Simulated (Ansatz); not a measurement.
# K on Rh(111): change of the work function, part 2 of 3

Wanted: Δφ(θ) for K/Rh(111), starting from the fcc site.

Ansatz 0.2.0; plane-wave DFT, PBE, Ansatz PAW.

So far, work function, upper face (eV): step 2 (the clean slab) 5.17.

### 3. Adsorbate added, k-mesh 4×4×1, coverage 0.111 ML

System of this step: KRh36 (K/Rh(111)). The cell holds 37 atoms: 36 Rh and 1 K. Cell: a = 8.061 Å, b = 8.061 Å, c = 27.771 Å, α = 90.0°, β = 90.0°, γ = 60.0°. Vacuum lies along c.

The clean slab as it ended is repeated in the plane and the adsorbate is set on one face; the cell's size fixes the coverage, and the k-mesh shrinks with it to keep the sampling density about even. Adsorbate and upper layers relax, since the dipole depends on the height.

input.yaml

```yaml
crystal:
  lattice:
    - [8.0610173054, -1.0e-10, 0.0]
    - [4.0305086528, 6.9810457668, 0.0]
    - [0.0, 0.0, 27.7707927341]
  atoms:
    - { symbol: Rh, position: [0.0, 0.0, 0.324081494] }
    - { symbol: Rh, position: [0.1111111111, 0.1111111111, 0.4030828766] }
    - { symbol: Rh, position: [0.2222222222, 0.2222222222, 0.4819483614] }
    - { symbol: Rh, position: [0.0, 0.0, 0.5607981962] }
    - { symbol: Rh, position: [0.0, 0.3333333333, 0.324081494] }
    - { symbol: Rh, position: [0.1111111111, 0.4444444444, 0.4030828766] }
    - { symbol: Rh, position: [0.2222222222, 0.5555555556, 0.4819483614] }
    - { symbol: Rh, position: [0.0, 0.3333333333, 0.5607981962] }
    - { symbol: Rh, position: [0.0, 0.6666666667, 0.324081494] }
    - { symbol: Rh, position: [0.1111111111, 0.7777777778, 0.4030828766] }
    - { symbol: Rh, position: [0.2222222222, 0.8888888889, 0.4819483614] }
    - { symbol: Rh, position: [0.0, 0.6666666667, 0.5607981962] }
    - { symbol: Rh, position: [0.3333333333, 0.0, 0.324081494] }
    - { symbol: Rh, position: [0.4444444444, 0.1111111111, 0.4030828766] }
    - { symbol: Rh, position: [0.5555555556, 0.2222222222, 0.4819483614] }
    - { symbol: Rh, position: [0.3333333333, 0.0, 0.5607981962] }
    - { symbol: Rh, position: [0.3333333333, 0.3333333333, 0.324081494] }
    - { symbol: Rh, position: [0.4444444444, 0.4444444444, 0.4030828766] }
    - { symbol: Rh, position: [0.5555555556, 0.5555555556, 0.4819483614] }
    - { symbol: Rh, position: [0.3333333333, 0.3333333333, 0.5607981962] }
    - { symbol: Rh, position: [0.3333333333, 0.6666666667, 0.324081494] }
    - { symbol: Rh, position: [0.4444444444, 0.7777777778, 0.4030828766] }
    - { symbol: Rh, position: [0.5555555556, 0.8888888889, 0.4819483614] }
    - { symbol: Rh, position: [0.3333333333, 0.6666666667, 0.5607981962] }
    - { symbol: Rh, position: [0.6666666667, 0.0, 0.324081494] }
    - { symbol: Rh, position: [0.7777777778, 0.1111111111, 0.4030828766] }
    - { symbol: Rh, position: [0.8888888889, 0.2222222222, 0.4819483614] }
    - { symbol: Rh, position: [0.6666666667, 0.0, 0.5607981962] }
    - { symbol: Rh, position: [0.6666666667, 0.3333333333, 0.324081494] }
    - { symbol: Rh, position: [0.7777777778, 0.4444444444, 0.4030828766] }
    - { symbol: Rh, position: [0.8888888889, 0.5555555556, 0.4819483614] }
    - { symbol: Rh, position: [0.6666666667, 0.3333333333, 0.5607981962] }
    - { symbol: Rh, position: [0.6666666667, 0.6666666667, 0.324081494] }
    - { symbol: Rh, position: [0.7777777778, 0.7777777778, 0.4030828766] }
    - { symbol: Rh, position: [0.8888888889, 0.8888888889, 0.4819483614] }
    - { symbol: Rh, position: [0.6666666667, 0.6666666667, 0.5607981962] }
    - { symbol: K, position: [0.1111111111, 0.1111111111, 0.675918506] }
kpoints:
  mp_grid: { grid: [4, 4, 1] }
hamiltonian:
  xc: pbe
scf:
  occupations: { method: fermi_dirac, width: 0.1 }
  convergence: { dr2_threshold: 1.0e-08 }
efield:
  axis: 3
  dipole_correction: true
  ramp_position: 0.97
  ramp_width: 0.06
relax:
  f_tol: 0.02
  max_steps: 60
  constraints:
    - { sites: [0, 1, 4, 5, 8, 9, 12, 13, 16, 17, 20, 21, 24, 25, 28, 29, 32, 33] }
output:
  write_potential: true
  write_density: true
  volumetric_format: npy
```

On the command line:

```console
$ ansatz run input.yaml --threads 4 --pin off --max-ram 16384MiB --backend cpu --events-out ev --progress --plain --runs-dir out
```

The program printed:

```text
[...]
Crystal: 37 atoms, lattice volume = 1562.783 Å³
Basis set: ecut = 420 eV, 30615 PW (Γ), exchange–correlation on 108×108×384 points (8 copies of the dense FFT grid, shifted against one another)
Bands: 373, of which v1, the nominal top of the filled ones, is band 311 counted from 1 (310 counted from 0)
Symmetry: 6 space group operations
[...]
k-points: 4 of 16 (time reversal used)
[...]
SCF iter   1: F=—  HF=-232029.676218 eV  |F-HF|=—  |Δ(HF+E_count)|=         —  Δρ=6.48e-3  dr2=6.65e0  ethr=1.77e-3  p=1.165 e·Å  D=1.35e-1 V/Å  ΔV_dip=-3.75 eV  dr2_dipole=2.01e0  V_vac-E_F(+/−)=1.27/5.02 eV  ⟨swp⟩=7.5  Hψ=6487  notcnv=0  defer=31
[...]
SCF iter  10: F=-232029.627889 eV  HF=-232029.627889 eV  |F-HF|=3.29e-8  |Δ(HF+E_count)|=   6.82e-8  Δρ=4.42e-7  dr2=4.38e-9  ethr=1.61e-12  p=1.121 e·Å  D=1.30e-1 V/Å  ΔV_dip=-3.60 eV  dr2_dipole=1.96e-10  V_vac-E_F(+/−)=1.57/5.18 eV  ⟨swp⟩=9.0  Hψ=9976  notcnv=0
SCF 1 converged in 10 iterations: F = -232029.627889 eV  dr2 = 4.38e-9
[...]
relax step   1: F+E_penalty+E_count = -232029.62788944 eV  Δ(F+E_penalty+E_count) = +0.000e0 eV  max|allowed force component| = 6.879e-1 eV/Å  Δτ_max = 0.0000 Å  (10 SCF iters, accepted)
[...]
SCF iter   9: F=-232029.704099 eV  HF=-232029.704099 eV  |F-HF|=1.91e-8  |Δ(HF+E_count)|=   8.68e-8  Δρ=5.06e-7  dr2=8.00e-9  ethr=1.61e-12  p=1.067 e·Å  D=1.24e-1 V/Å  ΔV_dip=-3.43 eV  dr2_dipole=1.77e-11  V_vac-E_F(+/−)=1.75/5.18 eV  ⟨swp⟩=8.0  Hψ=10859  notcnv=0
SCF 2 converged in 9 iterations: F = -232029.704099 eV  dr2 = 8.00e-9
[...]
relax step   2: F+E_penalty+E_count = -232029.70409912 eV  Δ(F+E_penalty+E_count) = -7.621e-2 eV  max|allowed force component| = 5.168e-1 eV/Å  Δτ_max = 0.1234 Å  (9 SCF iters, accepted)
SCF iter   1: F=—  HF=-232029.769019 eV  |F-HF|=—  |Δ(HF+E_count)|=         —  Δρ=2.18e-3  dr2=4.53e-1  ethr=1.26e-3  p=1.067 e·Å  D=1.24e-1 V/Å  ΔV_dip=-3.43 eV  dr2_dipole=1.34e-1  V_vac-E_F(+/−)=1.76/5.19 eV  ⟨swp⟩=5.0  Hψ=2883  notcnv=0  defer=56
[...]
SCF iter   9: F=-232029.768331 eV  HF=-232029.768331 eV  |F-HF|=3.77e-8  |Δ(HF+E_count)|=   3.47e-7  Δρ=5.84e-7  dr2=7.55e-9  ethr=1.61e-12  p=0.972 e·Å  D=1.13e-1 V/Å  ΔV_dip=-3.13 eV  dr2_dipole=5.47e-11  V_vac-E_F(+/−)=2.05/5.18 eV  ⟨swp⟩=8.0  Hψ=10728  notcnv=0
SCF 3 converged in 9 iterations: F = -232029.768331 eV  dr2 = 7.55e-9
[...]
relax step   3: F+E_penalty+E_count = -232029.76833100 eV  Δ(F+E_penalty+E_count) = -6.423e-2 eV  max|allowed force component| = 8.813e-2 eV/Å  Δτ_max = 0.1955 Å  (9 SCF iters, accepted)
[...]
relax step   4: F+E_penalty+E_count = -232029.77036891 eV  Δ(F+E_penalty+E_count) = -2.038e-3 eV  max|allowed force component| = 2.655e-2 eV/Å  Δτ_max = 0.0530 Å  (9 SCF iters, accepted)
SCF iter   1: F=—  HF=-232029.767055 eV  |F-HF|=—  |Δ(HF+E_count)|=         —  Δρ=2.00e-4  dr2=5.40e-4  ethr=6.80e-7  p=0.949 e·Å  D=1.10e-1 V/Å  ΔV_dip=-3.05 eV  dr2_dipole=4.16e-6  V_vac-E_F(+/−)=2.13/5.18 eV  ⟨swp⟩=3.0  Hψ=3247  notcnv=0  defer=66
[...]
SCF iter   7: F=-232029.770553 eV  HF=-232029.770553 eV  |F-HF|=1.79e-8  |Δ(HF+E_count)|=   4.98e-8  Δρ=5.20e-7  dr2=3.67e-9  ethr=1.61e-12  p=0.955 e·Å  D=1.11e-1 V/Å  ΔV_dip=-3.07 eV  dr2_dipole=2.88e-10  V_vac-E_F(+/−)=2.11/5.18 eV  ⟨swp⟩=8.5  Hψ=11222  notcnv=0
SCF 5 converged in 7 iterations: F = -232029.770553 eV  dr2 = 3.67e-9
relax step   5: F+E_penalty+E_count = -232029.77055306 eV  Δ(F+E_penalty+E_count) = -1.842e-4 eV  max|allowed force component| = 2.704e-3 eV/Å  Δτ_max = 0.0131 Å  (7 SCF iters, accepted)
NSCF: frozen V_eff on 4 k-points
[...]
WARN: The input density's exchange-correlation potential varies sharply where the density is thin. Do not read a vacuum level from v_tot or v_xc, or from such a field of the output density. On a cell that repeats whose density bears no net charge and no dipole along the vacuum's axis use v_es (v_loc + v_h of the components); under efield.dipole_correction with no amplitude use v_es + v_field, which holds any external [...]
SCF converged after 7 iterations
Free energy (F): -232029.770553 eV
[...]
Internal energy: -232027.847530 eV  (E = F + TS)
E sigma→0 (E₀):  -232028.809042 eV
Entropy (-TS):   -1.923023 eV (-51.974 meV/atom)
Fermi energy:    4.798109 eV
Dipole field:    D = 0.110554 V/Å  (p = 0.954801 e·Å, saw-weighted, corrected)
Work function:   Φ+ = 2.1110 eV   Φ− = 5.1812 eV
[...]
--- Forces (eV/Å), atoms counted from 1 ---
  atom   1  Rh    -0.00448927    -0.00259188     0.04385267
  atom   2  Rh     0.00000000     0.00000000    -0.01818197
  atom   3  Rh     0.00032885     0.00018986     0.00044183
  atom   4  Rh    -0.00096046    -0.00055452    -0.00270426
  atom   5  Rh     0.00000000     0.00518376     0.04385267
  atom   6  Rh     0.01158981     0.00611305    -0.04519519
  atom   7  Rh    -0.00011109     0.00006414     0.00118350
  atom   8  Rh     0.00000000     0.00110904    -0.00270426
  atom   9  Rh    -0.00460074     0.00265624     0.04432333
  atom  10  Rh     0.00050085    -0.01309359    -0.04519519
  atom  11  Rh    -0.00000000    -0.00037972     0.00044183
  atom  12  Rh    -0.00008753     0.00005053    -0.00143691
  atom  13  Rh     0.00448927    -0.00259188     0.04385267
  atom  14  Rh     0.01108896     0.00698054    -0.04519519
  atom  15  Rh    -0.00000000    -0.00012827     0.00118350
  atom  16  Rh     0.00096046    -0.00055452    -0.00270426
  atom  17  Rh     0.00124251     0.00071736     0.03908782
  atom  18  Rh     0.00000000     0.00000000     0.00654289
  atom  19  Rh     0.00011109     0.00006414     0.00118350
  atom  20  Rh     0.00014591     0.00008424    -0.00203398
  atom  21  Rh    -0.00000000    -0.00143472     0.03908782
  atom  22  Rh    -0.00050085    -0.01309359    -0.04519519
  atom  23  Rh     0.00070752    -0.00040849     0.00100183
  atom  24  Rh    -0.00000000    -0.00016848    -0.00203398
  atom  25  Rh    -0.00000000    -0.00531248     0.04432333
  atom  26  Rh    -0.01108896     0.00698054    -0.04519519
  atom  27  Rh    -0.00032885     0.00018986     0.00044183
  atom  28  Rh    -0.00000000    -0.00010107    -0.00143691
  atom  29  Rh    -0.00124251     0.00071736     0.03908782
  atom  30  Rh    -0.01158981     0.00611305    -0.04519519
  atom  31  Rh     0.00000000     0.00081698     0.00100183
  atom  32  Rh    -0.00014591     0.00008424    -0.00203398
  atom  33  Rh     0.00460074     0.00265624     0.04432333
  atom  34  Rh     0.00000000     0.00000000    -0.08606964
  atom  35  Rh    -0.00070752    -0.00040849     0.00100183
  atom  36  Rh     0.00008753     0.00005053    -0.00143691
  atom  37  K      0.00000000    -0.00000000    -0.00214541
  max |Σ_I F_I| component: 1.22e-4 eV/Å
--- Band table (eV) ---
  k-point 0: bands = [... 307 lower, 4.7107, 4.7107, 4.7107, 4.7690, 4.7700, 4.7700, 4.7738, 4.7738, ... 58 higher]
  k-point 1: bands = [... 307 lower, 4.7559, 4.7613, 4.7725, 4.7980, 4.8307, 4.8992, 4.9045, 4.9333, ... 58 higher]
  k-point 2: bands = [... 307 lower, 4.6331, 4.7850, 4.7879, 4.9303, 4.9339, 4.9496, 4.9502, 4.9676, ... 58 higher]
  k-point 3: bands = [... 307 lower, 4.6398, 4.8053, 4.8394, 4.8503, 4.9188, 4.9473, 4.9510, 5.0259, ... 58 higher]
--- Relaxed structure (5 steps of the walk, 5 accepted, 0 SCFs on fresh bases) ---
  F+E_penalty+E_count = -232029.77055306 eV   max|allowed force component| = 2.704e-3 eV/Å
  atoms:
    - { symbol: Rh, position: [1.111111e-11, 1.111111e-11, 0.324081494] }
    - { symbol: Rh, position: [0.111111, 0.111111, 0.4030828766] }
    - { symbol: Rh, position: [0.222300, 0.222300, 0.481997] }
    - { symbol: Rh, position: [-0.000719017, -0.000719017, 0.560578] }
    - { symbol: Rh, position: [1.111111e-11, 0.333333, 0.324081494] }
    - { symbol: Rh, position: [0.111111, 0.444444, 0.4030828766] }
    - { symbol: Rh, position: [0.222310, 0.555512, 0.482252] }
    - { symbol: Rh, position: [-0.000719017, 0.334771, 0.560578] }
    - { symbol: Rh, position: [-2.222222e-11, 0.666667, 0.324081494] }
    - { symbol: Rh, position: [0.111111, 0.777778, 0.4030828766] }
    - { symbol: Rh, position: [0.222300, 0.888733, 0.481997] }
    - { symbol: Rh, position: [2.009861e-5, 0.666657, 0.561272] }
    - { symbol: Rh, position: [0.333333, 1.111111e-11, 0.324081494] }
    - { symbol: Rh, position: [0.444444, 0.111111, 0.4030828766] }
    - { symbol: Rh, position: [0.555512, 0.222310, 0.482252] }
    - { symbol: Rh, position: [0.334771, -0.000719017, 0.560578] }
    - { symbol: Rh, position: [0.333333, 0.333333, 0.324081494] }
    - { symbol: Rh, position: [0.444444, 0.444444, 0.4030828766] }
    - { symbol: Rh, position: [0.555512, 0.555512, 0.482252] }
    - { symbol: Rh, position: [0.333131, 0.333131, 0.561450] }
    - { symbol: Rh, position: [0.333333, 0.666667, 0.324081494] }
    - { symbol: Rh, position: [0.444444, 0.777778, 0.4030828766] }
    - { symbol: Rh, position: [0.556047, 0.888643, 0.481940] }
    - { symbol: Rh, position: [0.333131, 0.667072, 0.561450] }
    - { symbol: Rh, position: [0.666667, -2.222220e-11, 0.324081494] }
    - { symbol: Rh, position: [0.777778, 0.111111, 0.4030828766] }
    - { symbol: Rh, position: [0.888733, 0.222300, 0.481997] }
    - { symbol: Rh, position: [0.666657, 2.009861e-5, 0.561272] }
    - { symbol: Rh, position: [0.666667, 0.333333, 0.324081494] }
    - { symbol: Rh, position: [0.777778, 0.444444, 0.4030828766] }
    - { symbol: Rh, position: [0.888643, 0.556047, 0.481940] }
    - { symbol: Rh, position: [0.667072, 0.333131, 0.561450] }
    - { symbol: Rh, position: [0.666667, 0.666667, 0.324081494] }
    - { symbol: Rh, position: [0.777778, 0.777778, 0.4030828766] }
    - { symbol: Rh, position: [0.888643, 0.888643, 0.481940] }
    - { symbol: Rh, position: [0.666657, 0.666657, 0.561272] }
    - { symbol: K, position: [0.111111, 0.111111, 0.662998] }
```

It took 10 min on 4 threads of Arm Neoverse V1, shared host; peak memory 9.7 GiB; 30 min of CPU time.

Step by step:

```
step  energy less that of the first step (eV)  largest force component (eV/Å)
   1                                   0.0000                          0.6879
   2                                  -0.0762                          0.5168
   3                                  -0.1404                          0.0881
   4                                  -0.1425                          0.0266
   5                                  -0.1427                          0.0027
```

The run keeps the 6 symmetry operations that the program found, so distortions that break them were not tested.

The atoms that moved most (Å):

```
atom      dx      dy      dz  length
 K37   0.000   0.000  -0.359   0.359
Rh32   0.002  -0.001   0.018   0.018
Rh20  -0.002  -0.001   0.018   0.018
Rh24   0.000   0.003   0.018   0.018
Rh12   0.000   0.000   0.013   0.013
Rh28   0.000   0.000   0.013   0.013
Rh36   0.000   0.000   0.013   0.013
 Rh4  -0.009  -0.005  -0.006   0.012
```

Final coordinates:

```
Rh K
1.0
     8.06102    0.00000    0.00000
     4.03051    6.98105    0.00000
     0.00000    0.00000   27.77079
Rh K
36 1
Direct
  0.00000 0.00000 0.32408
  0.11111 0.11111 0.40308
  0.22230 0.22230 0.48200
  0.99928 0.99928 0.56058
  0.00000 0.33333 0.32408
  0.11111 0.44444 0.40308
  0.22231 0.55551 0.48225
  0.99928 0.33477 0.56058
  0.00000 0.66667 0.32408
  0.11111 0.77778 0.40308
  0.22230 0.88873 0.48200
  0.00002 0.66666 0.56127
  0.33333 0.00000 0.32408
  0.44444 0.11111 0.40308
  0.55551 0.22231 0.48225
  0.33477 0.99928 0.56058
  0.33333 0.33333 0.32408
  0.44444 0.44444 0.40308
  0.55551 0.55551 0.48225
  0.33313 0.33313 0.56145
  0.33333 0.66667 0.32408
  0.44444 0.77778 0.40308
  0.55605 0.88864 0.48194
  0.33313 0.66707 0.56145
  0.66667 0.00000 0.32408
  0.77778 0.11111 0.40308
  0.88873 0.22230 0.48200
  0.66666 0.00002 0.56127
  0.66667 0.33333 0.32408
  0.77778 0.44444 0.40308
  0.88864 0.55605 0.48194
  0.66707 0.33313 0.56145
  0.66667 0.66667 0.32408
  0.77778 0.77778 0.40308
  0.88864 0.88864 0.48194
  0.66666 0.66666 0.56127
  0.11111 0.11111 0.66300
```

Read from the output:

```
energy at zero smearing        : -232028.8090 eV
work function, upper face      : 2.111 eV
work function, lower face      : 5.181 eV
dipole along the normal        : 0.9548 e·Å
step between the vacuum levels : -3.070 eV
```

Running mean over 2.194 Å of the planar mean; the ramp of the sawtooth is left out. Electron's electrostatic potential energy less the Fermi level against z:

z (Å), electron's electrostatic potential energy less the Fermi level (eV) and a bar from the least value:
```
        4        5.2 ##############################
        5        5.2 ##############################
        6        5.1 ##############################
        7        4.2 ############################
        8       -5.6 #############
        9      -12.7 #
       10      -13.1 
       11      -13.2 
       12      -13.3 
       13      -13.3 
       14      -13.1 
       15      -13.0 
       16      -11.6 ###
       17       -0.8 ####################
       18        2.1 #########################
       19        1.6 ########################
       20        2.0 #########################
       21        2.1 #########################
       22        2.1 #########################
       23        2.1 #########################
       24        2.1 #########################
```

The relaxation took 5 steps and lowered the energy by 0.14 eV; the largest force on the free atoms ends at 0.0027 eV/Å.

The covered face has 2.11 eV, -3.06 eV against the clean one; the bare back face has moved by +0.01 eV, a measure of how thin the slab is.

(Part 2 of 3 ends here.)

[Long decimals in the printed logs are rounded to 6 places.]

[Logs are printed without paths, hosts, clocks, repeated set-up lines and the standing remarks that a program may print on its own settings, such as how far it seeks lower states.]

[Hosts, paths, dates, database ids (printed as entryN), source tags and the programs' standing remarks are cut or masked in the printed files.]

[Maps of the electrostatic potential energy from Ansatz leave out the sawtooth potential of an applied field or a dipole correction, so their vacuum need not be flat; planar profiles and work functions include it.]
